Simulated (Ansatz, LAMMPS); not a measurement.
# Structural relaxation of Zn2+ triflate in diglyme, from a frame at 330 K (103 atoms)

How does Zn2+ triflate in diglyme, from a frame at 330 K (103 atoms) relax, and what do bonds, charges and levels look like afterwards?

Method: Kohn-Sham DFT, PBE+D3(BJ), PAW (set soft_2), plane waves, in Ansatz 0.2.0.

## 1. The starting structure

The cell holds 103 atoms: 22 C, 21 O, 42 H, 4 S, 12 F and 2 Zn. Cell: a = 10.740 Å, b = 10.740 Å, c = 10.740 Å, α = 90.0°, β = 90.0°, γ = 90.0°. 3 diglyme, 2 Zn2+, 4 triflate placed at random, at 1.51 g/cm³; overlaps pushed apart, then 10 ps at 550 K with divalent ions of Li, Roberts, Chakravorty and Merz (J. Chem. Theory Comput. 9, 2733 (2013)); MMFF94 bonds, angles, torsions, charges and radii (Halgren, J. Comput. Chem. 17, 490 (1996)) in harmonic and 12-6 forms; charges of ions scaled by 0.8. Snapshot after 30 ps at 330 K and fixed volume.

Limits known from the start: The network of contacts between molecules at the start is that of the classical potential that made the cell. The density was typed from a rule of thumb and may lie off the real one at this temperature. Only the Γ point is sampled, in a cell whose shortest periodic width is 11 Å.

## 2. Making the structure

A classical potential supplies the starting structure, since it reaches far longer times than DFT.

This step: classical MD, divalent ions of Li, Roberts, Chakravorty and Merz (J. Chem. Theory Comput. 9, 2733 (2013)); MMFF94 bonds, angles, torsions, charges and radii (Halgren, J. Comput. Chem. 17, 490 (1996)) in harmonic and 12-6 forms; charges of ions scaled by 0.8 (LAMMPS 22 Jul 2025 - Update 4).

The input, in.lmp:

```
# Zn2+ triflate in diglyme
units real
atom_style full
boundary p p p
bond_style harmonic
angle_style harmonic
dihedral_style opls
improper_style harmonic
special_bonds lj 0 0 0.5 coul 0 0 0.75
read_data data.lmp
neigh_modify delay 0 every 1 check yes one 4000
comm_modify cutoff 12.0
timestep 0.5
thermo_style custom step time temp pe press density
thermo_modify norm yes
# push overlapping molecules apart
pair_style soft 2.6
pair_coeff * * 0.0
variable a equal ramp(1,60)
fix ad all adapt 1 pair soft a * * v_a
velocity all create 550 735717 mom yes dist gaussian
fix lim all nve/limit 0.03
fix lan all langevin 550 550 50 735718 zero yes
thermo 1000
run 3000 post no
unfix ad
pair_style lj/cut/coul/long 9.0
pair_modify mix arithmetic tail yes
pair_coeff 1 1 0.0678 3.3680   # C
pair_coeff 2 2 0.0763 3.0430   # O
pair_coeff 3 3 0.0216 2.5400   # H
pair_coeff 4 4 0.0763 3.0960   # O
pair_coeff 5 5 0.2681 3.4180   # S
pair_coeff 6 6 0.0801 2.5590   # F
# [... 19 lines left out ...]
compute msd all msd com yes
thermo 7500
fix md all nvt temp 330 330 100
run 30000 post no
print "== T330: mean square displacement over the hold $(c_msd[4]:%.2f) A^2"
unfix md
uncompute msd
write_dump all custom T330.dump id type xs ys zs modify sort id
```

Command:

```
$ lmp -in in.lmp -log none -nocite
```

Numbers of over 12 decimals in the logs are rounded to 6 here.

What it wrote:

```text
LAMMPS (22 Jul 2025 - Update 4)
Reading data file ...
  orthogonal box = (0 0 0) to (10.74009 10.74009 10.74009)
  103 atoms
  orthogonal box = (0 0 0) to (10.74009 10.74009 10.74009)
  94 bonds
  165 angles
  144 dihedrals
WARNING: Bond/angle/dihedral extent > half of periodic box length
   Step          Time           Temp          PotEng         Press         Density
         0   0              550            0.98948607    -17606.848      1.5140007
      1000   500            514.32898      2.2677554      30234.037      1.5140007
      2000   1000           463.49235      2.3728251      25750.066      1.5140007
      3000   1500           513.3711       2.2695913      14928.863      1.5140007
WARNING: Bond/angle/dihedral extent > half of periodic box length
Loop time of 0.202875 s on 1 MPI rank(s) for 3000 steps with 103 atoms
PPPM initialization ...
WARNING: System is not charge neutral, net charge = -0.00032
[... 33 lines left out ...]
Loop time of 3.79854 s on 1 MPI rank(s) for 10000 steps with 103 atoms
WARNING: Bond/angle/dihedral extent > half of periodic box length
   Step          Time           Temp          PotEng         Press         Density
[... 4 lines left out ...]
WARNING: Bond/angle/dihedral extent > half of periodic box length
Loop time of 1.85267 s on 1 MPI rank(s) for 5000 steps with 103 atoms
WARNING: Bond/angle/dihedral extent > half of periodic box length
   Step          Time           Temp          PotEng         Press         Density
[... 2 lines left out ...]
     30000   29000          342.11298     -0.98335492     581.98714      1.5140007
     37500   36500          354.84902     -1.087142       585.81226      1.5140007
     45000   44000          345.44745     -1.049985       1360.3283      1.5140007
     47000   46000          338.07646     -1.1815225     -15.574345      1.5140007
WARNING: Bond/angle/dihedral extent > half of periodic box length
Loop time of 11.1454 s on 1 MPI rank(s) for 30000 steps with 103 atoms
== T330: mean square displacement over the hold 2.01 A^2
```

Run time: 18 s. Hardware: 1 thread of Intel Xeon Platinum 8488C (Sapphire Rapids), shared host; peak memory 0.12 GiB.

The input also reads data.lmp (atoms, bonds and types; not printed here).

## 3. Single point at the start

The forces at the start show how far the geometry lies from a minimum of this functional.

The input, input.yaml:

```yaml
crystal:
  lattice:
    - [10.74009, 0.0, 0.0]
    - [0.0, 10.74009, 0.0]
    - [0.0, 0.0, 10.74009]
  atoms:
    - { symbol: C, position: [0.22923, 0.81164, 0.01041] }
    - { symbol: O, position: [0.17346, 0.69163, 0.98444] }
    - { symbol: C, position: [0.06132, 0.6857, 0.05632] }
    - { symbol: C, position: [0.99247, 0.56405, 0.01777] }
    - { symbol: O, position: [0.03748, 0.52396, 0.89976] }
    - { symbol: C, position: [0.96464, 0.58585, 0.80387] }
    - { symbol: C, position: [0.00796, 0.71505, 0.76808] }
    - { symbol: O, position: [0.13856, 0.71842, 0.76101] }
    - { symbol: C, position: [0.18399, 0.8225, 0.68268] }
    - { symbol: H, position: [0.17318, 0.88933, 0.9795] }
    - { symbol: H, position: [0.31618, 0.82044, 0.94741] }
    - { symbol: H, position: [0.25886, 0.81419, 0.10554] }
    - { symbol: H, position: [0.00628, 0.77348, 0.05225] }
    - { symbol: H, position: [0.0934, 0.66778, 0.14732] }
    - { symbol: H, position: [0.00798, 0.48719, 0.07745] }
    - { symbol: H, position: [0.88749, 0.57588, 0.01513] }
    - { symbol: H, position: [0.98222, 0.52786, 0.71965] }
    - { symbol: H, position: [0.86402, 0.57536, 0.82026] }
    - { symbol: H, position: [0.96782, 0.74044, 0.67646] }
    - { symbol: H, position: [0.98182, 0.78577, 0.83478] }
    - { symbol: H, position: [0.28375, 0.82703, 0.67809] }
    - { symbol: H, position: [0.14688, 0.80678, 0.5864] }
    - { symbol: H, position: [0.15254, 0.90963, 0.72059] }
    - { symbol: C, position: [0.1295, 0.12444, 0.41844] }
    - { symbol: O, position: [0.01015, 0.17735, 0.44362] }
    - { symbol: C, position: [0.90782, 0.10167, 0.39767] }
    - { symbol: C, position: [0.79082, 0.1759, 0.40403] }
    - { symbol: O, position: [0.80307, 0.2331, 0.52285] }
    - { symbol: C, position: [0.6898, 0.26672, 0.58424] }
    - { symbol: C, position: [0.59372, 0.15832, 0.58445] }
    - { symbol: O, position: [0.52382, 0.15577, 0.47711] }
    - { symbol: C, position: [0.4456, 0.04574, 0.46915] }
    - { symbol: H, position: [0.12758, 0.03297, 0.46506] }
    - { symbol: H, position: [0.2067, 0.16814, 0.46838] }
    - { symbol: H, position: [0.14584, 0.11171, 0.31185] }
    - { symbol: H, position: [0.93266, 0.05996, 0.3081] }
    - { symbol: H, position: [0.90548, 0.02868, 0.46326] }
    - { symbol: H, position: [0.708, 0.10988, 0.40176] }
    - { symbol: H, position: [0.77947, 0.24164, 0.32975] }
    - { symbol: H, position: [0.65048, 0.34902, 0.53504] }
    - { symbol: H, position: [0.70816, 0.29598, 0.6853] }
    - { symbol: H, position: [0.53735, 0.15484, 0.66805] }
    - { symbol: H, position: [0.64895, 0.07396, 0.5868] }
    - { symbol: H, position: [0.49842, 0.95974, 0.45997] }
    - { symbol: H, position: [0.39761, 0.02497, 0.55127] }
    - { symbol: H, position: [0.38382, 0.05811, 0.39944] }
    - { symbol: C, position: [0.55999, 0.9864, 0.10181] }
    - { symbol: O, position: [0.47357, 0.91989, 0.17815] }
    - { symbol: C, position: [0.53125, 0.81975, 0.24229] }
    - { symbol: C, position: [0.52898, 0.70156, 0.16168] }
    - { symbol: O, position: [0.40748, 0.64425, 0.15278] }
    - { symbol: C, position: [0.42397, 0.5098, 0.14734] }
    - { symbol: C, position: [0.30351, 0.44831, 0.10945] }
    - { symbol: O, position: [0.284, 0.44402, 0.97485] }
    - { symbol: C, position: [0.3531, 0.34235, 0.92295] }
    - { symbol: H, position: [0.63627, 0.93432, 0.06861] }
    - { symbol: H, position: [0.5084, 0.03557, 0.02568] }
    - { symbol: H, position: [0.59606, 0.06031, 0.16117] }
    - { symbol: H, position: [0.48124, 0.80791, 0.33028] }
    - { symbol: H, position: [0.63232, 0.84182, 0.25614] }
    - { symbol: H, position: [0.55876, 0.72628, 0.06244] }
    - { symbol: H, position: [0.59825, 0.63987, 0.20251] }
    - { symbol: H, position: [0.498, 0.49076, 0.07366] }
    - { symbol: H, position: [0.4415, 0.47338, 0.241] }
    - { symbol: H, position: [0.29723, 0.35618, 0.15346] }
    - { symbol: H, position: [0.23048, 0.50601, 0.15195] }
    - { symbol: H, position: [0.28894, 0.29368, 0.85779] }
    - { symbol: H, position: [0.3892, 0.27751, 0.99353] }
    - { symbol: H, position: [0.43183, 0.38471, 0.87314] }
    - { symbol: O, position: [0.57401, 0.58102, 0.89064] }
    - { symbol: S, position: [0.50438, 0.62265, 0.78163] }
    - { symbol: O, position: [0.51231, 0.5451, 0.66964] }
    - { symbol: O, position: [0.3762, 0.64083, 0.80997] }
    - { symbol: C, position: [0.56831, 0.77994, 0.73638] }
    - { symbol: F, position: [0.54338, 0.80784, 0.61538] }
    - { symbol: F, position: [0.51181, 0.86971, 0.80831] }
    - { symbol: F, position: [0.68866, 0.78978, 0.74889] }
    - { symbol: O, position: [0.882, 0.55997, 0.26971] }
    [... 19 atom lines left out ...]
    - { symbol: C, position: [0.3031, 0.48717, 0.48281] }
    - { symbol: F, position: [0.23724, 0.48226, 0.37125] }
    - { symbol: F, position: [0.32502, 0.6123, 0.50658] }
    - { symbol: F, position: [0.41814, 0.43754, 0.45636] }
    - { symbol: Zn, position: [0.95126, 0.29625, 0.55214] }
    - { symbol: Zn, position: [0.23146, 0.57773, 0.87021] }
kpoints:
  mp_grid: { grid: [1, 1, 1] }
hamiltonian:
  xc: pbe
  dispersion: d3bj
scf:
  occupations: { method: fixed }
output:
  forces: true
  stress: true
  populations: true
  dos:
    method: { smearing: { sigma: 0.15 } }
    de: 0.1
    projected: { site_lists: { C: [C], F: [F], H: [H], O: [O], S: [S] } }
  eigenvalues: true
```

Command:

```
$ ansatz run input.yaml --threads 4 --pin off --max-ram 8192MiB --backend cpu --events-out ev --progress --plain --runs-dir out
```

What it wrote:

```text
Engine: ansatz 0.2.0, x86_64-unknown-linux-gnu
Pseudopotentials: kind: paw
Pseudopotential: C, paw, valence charge 4, recommended cutoff 420 eV (normal), C.paw.azcp
Pseudopotential: O, paw, valence charge 6, recommended cutoff 420 eV (normal), O.paw.azcp
Pseudopotential: H, paw, valence charge 1, recommended cutoff 420 eV (normal), H.paw.azcp
Pseudopotential: S, paw, valence charge 6, recommended cutoff 420 eV (normal), S.paw.azcp
Pseudopotential: F, paw, valence charge 7, recommended cutoff 420 eV (normal), F.paw.azcp
Pseudopotential: Zn, paw, valence charge 12, recommended cutoff 420 eV (normal), Zn.paw.azcp
[... 5 lines on functional and potentials left out ...]
Crystal: 103 atoms, lattice volume = 1238.864 Å³
Basis set: ecut = 420 eV, 24207 PW (Γ), exchange–correlation on 144×144×144 points (8 copies of the dense FFT grid, shifted against one another)
Bands: 297, of which v1, the nominal top of the filled ones, is band 194 counted from 1 (193 counted from 0)
Symmetry: 1 space group operations
Space group: P1 (ITA 1), of the structure as read, at distance tolerance 1.1e-4 Å
k-points: 1
[... 13 lines on functional and potentials left out ...]
Initial density: superposition of atomic densities (neutral atoms: chi_scale 0, normalization atom), corrected by the library's trained network
Initial wavefunctions: pseudopotential atomic-orbital guess
Functional: x = pbe(κ = 0.804, μ = 0.219515), c = pbe(β = 0.066725)
SCF iter   1: F=—  HF=-38033.234739 eV  |F-HF|=—  |Δ(HF+E_count)|=         —  Δρ=5.64e-3  dr2=5.98e-1  ethr=1.77e-3  ⟨swp⟩=5.0  Hψ=1110  notcnv=0  defer=101
preconditioner: auto → Resta (q_TF=auto, 2.248 Å⁻¹)  ε∞=2.6  [insulator: Δε(μ)=4.844 eV  Ē_g=16.344 eV  n_scr=250 (ndim 8)  ℏωp=20.4 eV  f_vac=0.326  ε∞_Penn≈2.6]
SCF iter   2: F=—  HF=-38033.081887 eV  |F-HF|=—  |Δ(HF+E_count)|=   1.53e-1  Δρ=3.04e-3  dr2=1.33e-1  ethr=1.54e-4  ⟨swp⟩=3.0  Hψ=380  notcnv=0  defer=101
SCF iter   3: F=—  HF=-38033.071917 eV  |F-HF|=—  |Δ(HF+E_count)|=   9.97e-3  Δρ=1.58e-3  dr2=4.41e-2  ethr=3.44e-5  ⟨swp⟩=3.0  Hψ=384  notcnv=0  defer=101
SCF iter   4: F=—  HF=-38033.062937 eV  |F-HF|=—  |Δ(HF+E_count)|=   8.98e-3  Δρ=5.47e-4  dr2=5.60e-3  ethr=1.14e-5  ⟨swp⟩=3.0  Hψ=385  notcnv=0  defer=101
SCF iter   5: F=—  HF=-38033.061810 eV  |F-HF|=—  |Δ(HF+E_count)|=   1.13e-3  Δρ=3.18e-4  dr2=1.20e-3  ethr=1.44e-6  ⟨swp⟩=2.0  Hψ=513  notcnv=0  defer=101
SCF iter   6: F=—  HF=-38033.061546 eV  |F-HF|=—  |Δ(HF+E_count)|=   2.64e-4  Δρ=1.22e-4  dr2=1.69e-4  ethr=3.09e-7  ⟨swp⟩=2.0  Hψ=383  notcnv=0  defer=101
SCF iter   7: F=—  HF=-38033.061535 eV  |F-HF|=—  |Δ(HF+E_count)|=   1.09e-5  Δρ=4.13e-5  dr2=2.03e-5  ethr=4.35e-8  ⟨swp⟩=2.0  Hψ=372  notcnv=0  defer=100
SCF iter   8: F=—  HF=-38033.063573 eV  |F-HF|=—  |Δ(HF+E_count)|=   2.04e-3  Δρ=2.20e-5  dr2=5.19e-6  ethr=5.22e-9  ⟨swp⟩=2.0  Hψ=386  notcnv=0  defer=96
SCF iter   9: F=—  HF=-38033.063572 eV  |F-HF|=—  |Δ(HF+E_count)|=   1.18e-6  Δρ=6.20e-6  dr2=5.96e-7  ethr=1.34e-9  ⟨swp⟩=2.0  Hψ=367  notcnv=0  defer=98
SCF iter  10: F=—  HF=-38033.063572 eV  |F-HF|=—  |Δ(HF+E_count)|=   2.31e-8  Δρ=3.51e-6  dr2=1.49e-7  ethr=1.54e-10  ⟨swp⟩=2.0  Hψ=385  notcnv=0  defer=99
SCF iter  11: F=-38033.063572 eV  HF=-38033.063572 eV  |F-HF|=1.78e-8  |Δ(HF+E_count)|=   3.61e-8  Δρ=1.32e-6  dr2=2.33e-8  ethr=2.58e-11  ⟨swp⟩=17.0  Hψ=1909  notcnv=0
SCF 1 converged in 11 iterations: F = -38033.063572 eV  dr2 = 2.33e-8
  greatest PAW one-centre occupation: 0.992 electrons in one spin orbital (limit 2), on the Zn atom at site 102 (counted from 0), in its partial waves of l = 2
SCF converged after 11 iterations
Free energy (F): -38033.063572 eV
Harris-Foulkes:  -38033.063572 eV  (|F-HF|=1.78e-8)
Internal energy: -38033.063572 eV  (E = F + TS)
E sigma→0 (E₀):  -38033.063572 eV
Fermi energy:    0.195797 eV
--- Per-component energies (eV) ---
  E_band       = -3351.541180
  E_kinetic    = 9491.582190
  E_local      = -49575.126819  (includes V_loc(G=0)·N_el)
  E_nonlocal   = 3906.341020
  E_hartree    = 20415.982360
  E_xc         = -4594.688701
  E_vxc        = -5442.743446  (∫ρ·V_xc dr)
  E_paw        = -14011.139347  (= ΣΔE_a)
  E_vpaw       = -2563.576719  (= ΣTr[D̂ρ^β])
  E_aug_tail   = 0.017659  (compensation charges beyond the density's cutoff)
  E_ewald      = -3660.230438
  E_disp       = -5.801495  (pairwise vdW)
  E_smearing   = -0.000000  (= −TS)
  E_closure    = 0.000000  (closes the sum)
  Σ components = -38033.063572   (vs F -38033.063572, Δ=0.00e0)
--- Forces (eV/Å), atoms counted from 1 ---
  atom   1  C      2.43309916    -0.32741805    -2.19627600
  atom   2  O     -0.85520094     3.00879898     2.34502880
  atom   3  C     -0.67117163    -1.25123450    -0.30138689
  atom   4  C     -1.14098925     1.08767079    -0.53515536
  atom   5  O     -1.53258505     0.59291737    -0.64951900
  atom   6  C      0.60302007    -1.49766745    -1.93737037
  atom   7  C     -0.46408678     0.53458402    -0.05355995
  atom   8  O      1.14100092     1.11012342    -1.81075439
  atom   9  C     -1.19863422    -1.22772159    -0.53397361
  atom  10  H     -0.86256108     0.17784763     0.15787249
  atom  11  H     -1.14409670    -0.42274727     1.12876052
  atom  12  H      0.11228908     0.23134260     0.75482457
  atom  13  H      0.28892394    -0.48773880    -0.27143768
  atom  14  H      0.05265732     0.30303043     1.84988109
[...]
atom 102  Zn     0.83707462     2.11502660     0.13495776
  atom 103  Zn    -1.19185384    -0.62520589    -0.64813847
  max |Σ_I F_I| component: 9.44e-5 eV/Å
--- Stress (GPa, compression-positive) ---
        4.258115      -0.735693       0.025507
       -0.735694       2.394573       0.080617
        0.025507       0.080617       2.987069
  P = ⅓ Tr σ = 3.2133 GPa (32.133 kbar)
--- Band table (eV) ---
  k-point 0: bands = ["-28.1219", "-27.7622", "-27.4843", "-26.9201", [... 281 levels ...], "10.5343", "10.5956", "10.6603", "10.7326", "10.7947", "10.8651", "10.8695", "10.9261", "10.9714", "11.0792", "11.0975", "11.1254"]
--- Löwdin populations: 103 sites ---
  site symbol       q [e]
     0      C      4.2401
     1      O      6.3909
     2      C      4.0963
[...]
102     Zn     10.4368
  spilling = 0.014161 (of n_electrons = 388.000000)
```

The job ended after 8.5 s (4 threads of Intel Xeon Platinum 8488C (Sapphire Rapids), shared host; peak memory 1.5 GiB).

The column dr2 measures how far the density is from self-consistency, as an energy; F and HF (Harris–Foulkes) agree once it is small.

Read from the output:

```yaml
free_energy: -38033.0636 eV
free_energy_per_atom: -369.2530 eV/atom
scf_cycles: 11
pressure: 3.213 GPa
r_m_s_force_component: 1.103 eV/Å
longest_force: 4.77 eV/Å
fermi_energy: 0.1958 eV
spacing_of_highest_filled_and_lowest_empty_level: 4.342 eV
spilling_of_the_projection: 0.01416
```

The r.m.s. force component of 1.1 eV/Å and the pressure of 3.2 GPa set the starting point.

Length of the force by element:

```
element  coordination  atoms  mean length of the force (eV/Å)  spread  least  most
      C           all     22                             1.94   0.811  0.710  3.70
      F           all     12                             1.07   0.427  0.380  1.78
      H           all     42                            0.998   0.620  0.250  3.46
      O           all     21                             2.22    1.36  0.437  4.77
      S           all      4                             3.60   0.898   2.15  4.39
     Zn           all      2                             1.89   0.392   1.49  2.28
```

(Part 1 of 3 ends here.)

[Logs are printed without paths, hosts, clocks, repeated set-up lines and the standing remarks that a program may print on its own settings, such as how far it seeks lower states.]

[Hosts, paths, dates, database ids (printed as entryN), source tags and the programs' standing remarks are cut or masked in the printed files.]

[The MMFF94 radii named for the starting cell were scaled by 0.96; in molecules described by MMFF94, hydrogen bound to N, O or S took a small fixed 12-6 site in their place.]
